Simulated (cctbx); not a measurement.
**Accept or mend?**

Cell a = 5.6420 Å, b = 6.1800 Å, c = 6.8700 Å, α = 72.38°, β = 75.63°, γ = 86.87°; space group P-1 (no. 2). The compound is Li2Mn3Ru3O12.

Simulated single-crystal data (cctbx): Cu Kα, λ = 1.54184 Å, to d = 0.83 Å, 95 % of the full sphere, strongest reflection 20000 counts, noise from counting, a 2 % proportional error and a noise floor of 4 counts (s.d.); no absorption, and some extinction, which the refinements don't model.

An anisotropic refinement with weights 1/σ² prints:

```text
Rint 0.017, 808 unique reflections to 0.83 A
cycle     R1     wR2    GooF  max shift (A)
   1  0.6373  0.9101  23.024   0.06451
   8  0.1264  0.3185   8.057   0.00000
final R1 0.1264 wR2 0.3185 GooF 8.057  parameters 93  data/parameter 8.7
atom        x        y        z      Ueq    occ   su(xyz)  su(Uiso or U11)
Mn1    0.83475  0.83304  0.66613  -0.0002  1.000  0.00088  0.0025  NPD
Ru1    0.50000  0.50000  0.00000   0.0837  1.000  0.00000  0.0073
Ru2    0.33382  0.83384  0.66621   0.0021  1.000  0.00044  0.0014  NPD
Mn2    0.00000  0.50000  0.00000  -0.0278  1.000  0.00000  0.0028  NPD
O1     0.06797  0.54107  0.96630   0.4789  1.000  0.02052  0.1577  NPD
O2     0.75530  0.71929  0.96802   0.0172  1.000  0.00532  0.0168
O3    -0.01059  0.54180  0.95221   0.3297  1.000  0.02816  0.0331  NPD
O4     0.42134  0.95276  0.36301   0.0300  1.000  0.00653  0.0222
O5     0.59303  0.62105  0.68427   0.0397  1.000  0.00702  0.0244
O6     0.92435  0.95276  0.35183   0.0216  1.000  0.00513  0.0145
Li1    0.09270  0.53232  0.28739   2.1526  1.000  0.39258  0.3250  NPD
difference map: max 14.57 min -7.23 rms 1.33
Q1    0.2533  0.7254  0.9734    2   14.79  1.61 A from O1
Q2    0.0000  0.5000  0.0000    1   11.77  0.00 A from Mn2
Q3    0.0808  0.6125  0.6928    2   11.45  1.32 A from Li1
Q4    0.3366  0.8392  0.6659    2   10.61  0.04 A from Ru2
Q5    0.4101  0.9446  0.3600    2    6.97  0.09 A from O4
Q6    0.5000  0.5000  0.0000    1    5.30  0.00 A from Ru1
```

**Question.** Can this result stand? If not, what is the likely fault?

Mend it. The fault: elements exchanged: Ru2 is Mn and Mn1 is Ru. Against the right model at the same level, R1 goes from 0.0163 to 0.1264 and GooF from 0.93 to 8.06, O1 takes U = 0.48 Å², Li1 takes U = the program's ceiling, U of Mn2 shrinks from 0.0057 to -0.0278 Å², U of Ru1 swells from 0.0057 to 0.0837 Å², the top difference peak, 14.8 e/Å³, lies 1.61 Å from O1 and Mn1, Ru2, Mn2, O1, O3 and Li1 go non-positive-definite. Ru2 has 19 electrons too many, yet its U moves the other way: dispersion, the scale or a false minimum can outweigh the electron count; Mn1 has 19 electrons too few and its U shrinks to make up, as expected.

The compound is Li2Mn3Ru3O12. The right model at the same level gives:

```text
Rint 0.017, 808 unique reflections to 0.83 A
cycle     R1     wR2    GooF  max shift (A)
   1  0.0223  0.0498   1.261   0.01389
   2  0.0163  0.0367   0.930   0.00020
final R1 0.0163 wR2 0.0367 GooF 0.930  parameters 93  data/parameter 8.7
atom        x        y        z      Ueq    occ   su(xyz)  su(Uiso or U11)
Ru1    0.82986  0.82873  0.67047   0.0061  1.000  0.00007  0.0002
Ru2    0.50000  0.50000  0.00000   0.0057  1.000  0.00000  0.0002
Mn1    0.32792  0.83604  0.67415   0.0094  1.000  0.00015  0.0004
Mn2    0.00000  0.50000  0.00000   0.0057  1.000  0.00000  0.0005
O1     0.24350  0.71672  0.99106   0.0133  1.000  0.00064  0.0016
O2     0.74193  0.71221  0.97299   0.0132  1.000  0.00068  0.0018
O3     0.09023  0.61703  0.69176   0.0104  1.000  0.00059  0.0016
O4     0.40801  0.94472  0.37438   0.0113  1.000  0.00060  0.0017
O5     0.57021  0.61825  0.69752   0.0104  1.000  0.00062  0.0016
O6     0.92107  0.93735  0.36428   0.0122  1.000  0.00063  0.0018
Li1    0.19193  0.69536  0.31837   0.0120  1.000  0.00140  0.0037
difference map: max 0.67 min -0.65 rms 0.18
Q1    0.4615  0.5187  0.3392    2    0.75  0.99 A from O5
Q2    0.1208  0.3766  0.5578    2    0.65  1.77 A from Li1
Q3    0.4392  0.9800  0.8793    2    0.63  1.67 A from O4
Q4    0.1523  0.5827  0.4056    2    0.61  0.77 A from Li1
Q5    0.4107  0.5595  0.1728    2    0.61  1.21 A from O5
Q6    0.1496  0.4833  0.6424    2    0.60  1.00 A from O3
```

The model was made for the exercise: a known structure type with other elements put in, its volume estimated, not relaxed; displacement parameters are assumed.

[Middle refinement cycles are left out of these outputs.]

[Logs are printed without paths, hosts, clocks, repeated set-up lines and the standing remarks that a program may print on its own settings, such as how far it seeks lower states.]
